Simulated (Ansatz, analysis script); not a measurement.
## CrSBr: exchange from constrained states

Wanted: the stiffness of the order of CrSBr against turning one moment and its images, from self-consistent constrained states.

Main program and level: Ansatz 0.2.0; LDA with U = 3.5 eV on Cr d (ortho-atomic projectors), PAW set soft_1 (files made for PBE).

This is a report of a sequence of runs, with most program output left out.

In doubt: warnings of the run leave room for a lower electronic state (step 3), so energies may not be the lowest and differences between runs may mislead.

## Step 1: Starting point

Symmetry: Pmmn, No. 59, orthorhombic system. The conventional cell has a = 3.540 Å, b = 4.755 Å, c = 8.394 Å, α = 90.00°, β = 90.00°, γ = 90.00°. Cr has 4 S at 2.39 to 2.42 Å and 2 Br at 2.51 Å nearest. Nearest to S lie 4 Cr at 2.39 to 2.42 Å. Nearest to Br lie 2 Cr at 2.51 Å. Farther neighbours and most contacts between anions are not listed.

The cell comes from the Materials Project, a database of computed structures, and the real compound, where it exists, may take another one.

The cell of this run holds 6 atoms, 2 of them with a starting moment; values «a cell» refer to the cell of the run in question.

## Step 2: Collinear start 1: ferro ++

The order that a run ends on hangs on its start, so several orders are typed and the lowest is carried on. The program's own search can turn an unstable start over.

The input, input.yaml:

```yaml
crystal:
  lattice:
    - [3.54045614, 0.0, 0.0]
    - [0.0, 4.75547185, 0.0]
    - [0.0, 0.0, 8.39404235]
  atoms:
    - { symbol: Cr, position: [0.5, 0.0, 0.8787434], spin: 3.0 }
    - { symbol: Cr, position: [0.0, 0.5, 0.1212566], spin: 3.0 }
    - { symbol: S, position: [0.5, 0.5, 0.92950143] }
    - { symbol: S, position: [0.0, 0.0, 0.07049857] }
    - { symbol: Br, position: [0.0, 0.0, 0.66595786] }
    - { symbol: Br, position: [0.5, 0.5, 0.33404214] }
magnetization:
  spin_polarized: true
kpoints:
  mp_grid: { grid: [6, 4, 2] }
hamiltonian:
  xc: lda
  hubbard:
    projectors: ortho-atomic
    sites: [{ species: Cr, l: d, u_eff: 3.5 }]
  pseudopotentials: { kind: paw, azcp: { folder: soft_1 }, xc_functional: pbe }
scf:
  occupations: { method: fermi_dirac, width: 0.05 }
  max_iter: 120
  convergence: { dr2_threshold: 1.0e-08 }
output:
  write_density: true
  write_potential: true
  elf: true
  volumetric_format: npy
```

Run with:

```
ansatz run input.yaml --threads 4 --pin off --max-ram 8192MiB --backend cpu --events-out ev --progress --plain --runs-dir out
```

Run time: 9.8 s. Hardware: 4 threads of Arm Neoverse V1, shared host; peak memory 0.58 GiB.

It ends ferromagnetic on the main sites, with smaller opposed moments on others, with 2.93 μB on the largest site.

## Step 3: Collinear start 2: antiferro +-

The density is converged from the given moments; the state reached depends on that start.

input.yaml, the sections that differ from step 2:

```yaml
crystal:
  lattice:
    - [3.54045614, 0.0, 0.0]
    - [0.0, 4.75547185, 0.0]
    - [0.0, 0.0, 8.39404235]
  atoms:
    - { symbol: Cr, position: [0.5, 0.0, 0.8787434], spin: 3.0 }
    - { symbol: Cr, position: [0.0, 0.5, 0.1212566], spin: -3.0 }
    - { symbol: S, position: [0.5, 0.5, 0.92950143] }
    - { symbol: S, position: [0.0, 0.0, 0.07049857] }
    - { symbol: Br, position: [0.0, 0.0, 0.66595786] }
    - { symbol: Br, position: [0.5, 0.5, 0.33404214] }
# magnetization, kpoints, hamiltonian, scf: as in step 2
# output: removed
```

It took 13 s on 4 threads; peak memory 0.52 GiB; 51 s of CPU time.

It ends antiferromagnetic, with 2.88 μB on the largest site.

## Step 4: The collinear states

```
 typed order  atoms                           final state  energy (meV/atom)  largest moment (μB)
    ferro ++      6  ferromagnetic, small opposed moments               0.00                 2.93
antiferro +-      6                     antiferromagnetic              21.78                 2.88
```

The session goes on from the lowest state with moments found, typed ferro ++.

Spin moment in the atom's sphere by atom:

```
atom  spin moment in the atom's sphere (μB)
 Cr1                                   2.93
 Cr2                                   2.93
  S3                                  -0.21
  S4                                  -0.21
 Br5                                  -0.06
 Br6                                  -0.06
```

Tables count atoms from 1; parts of the log count from 0.

## Step 5: The batch

A canted state is in general not stationary, so a lock holds the direction of each moment by a field that the run finds for itself, with a floor under its size so that it cannot collapse. One batch solves all states on one mesh, so that their energies can be subtracted.

The input counts atoms from 0. Atom 1 (Cr) is the turned one, and with it all its lattice images.

The runs on spinors take the mesh 5×4×2.

input.yaml, the sections that differ from step 3:

```yaml
crystal:
  lattice:
    - [3.54045614, 0.0, 0.0]
    - [0.0, 4.75547185, 0.0]
    - [0.0, 0.0, 8.39404235]
  atoms:
    - { symbol: Cr, position: [0.5, 0.0, 0.8787434], spin: 2.93, spin_axis: [0.0, 0.0, 1.0] }
    - { symbol: Cr, position: [0.0, 0.5, 0.1212566], spin: 2.93, spin_axis: [0.0, 0.0, 1.0] }
    - { symbol: S, position: [0.5, 0.5, 0.92950143] }
    - { symbol: S, position: [0.0, 0.0, 0.07049857] }
    - { symbol: Br, position: [0.0, 0.0, 0.66595786] }
    - { symbol: Br, position: [0.5, 0.5, 0.33404214] }
kpoints:
  mp_grid: { grid: [5, 4, 2] }
basis:
  ecutwfc: 420.0
magnetization:
  noncollinear: true
magnetic_configurations:
  lock: { kind: ray, floor_fraction: 0.25 }
  seed: rotate
  angular_fan:
    site: 1
    rotation_axis: [0, 1, 0]
    angles_deg: [0, 30, 60, 90, 135, 180]
checkpoint:
  read: start
# hamiltonian, scf: as in step 3
```

The job ended after 3.5 min (4 threads; peak memory 1.1 GiB; 14 min of CPU time).

The batch gives an energy and a set of moments for each member that converges.

## Step 6: Side runs that gave no result

| changed | outcome |
| --- | --- |
| hamiltonian.hubbard | refused or stopped by the program |

## Step 7: Energies against angle

All numbers here come from the batch. Energies are free energies plus the run's first-order correction to the targets, less the reference.

```
angle (°)  energy (meV a cell)  turned moment (μB)
        0                 0.00               2.928
       30                 8.46               2.925
       60                31.76               2.918
       90                64.01               2.907
      135               110.48               2.890
      180               130.04               2.883
```

A fit E(θ) = A (1 − cos θ) + B sin²θ to the 5 turned states whose moment kept its size within 15 % gives A = 65.0 meV and B = -1.01 meV, with an r.m.s. miss under 0.01 meV. A > 0 favours the reference's alignment.

## Step 8: Outcome

| Item | Value |
| --- | --- |
| energy at 180° | 130 meV a cell |
| turned moment | 2.93 μB at 0°, 2.88 μB at 180° |
| bilinear term A | 65.0 meV |
| biquadratic term B | -1.01 meV |

In words: Every turn costs energy, 130 meV a cell at 180°, so the ferromagnetic reference is stable against this one rotation; no orders other than those typed and the 180° state were run. The turned moment keeps its size within 1.5 %. The biquadratic term is 1.5 % of the bilinear one, so a Heisenberg term alone does well. With two magnetic atoms a cell and E = −Σ J e·e over ordered pairs, the couplings of one atom to all images of the other sum to 32.5 meV. Spin–orbit coupling is switched off, and couplings of the turned atom to its own lattice images don't enter, since these turn with it.

[Logs and program files are shortened in this print: banners, set-up blocks, solver, clock and traceback lines can be left out without a mark of their own.]

[Logs are printed without paths, hosts, clocks, repeated set-up lines and the standing remarks that a program may print on its own settings, such as how far it seeks lower states.]

[Hosts, paths, dates, database ids (printed as entryN), source tags and the programs' standing remarks are cut or masked in the printed files.]
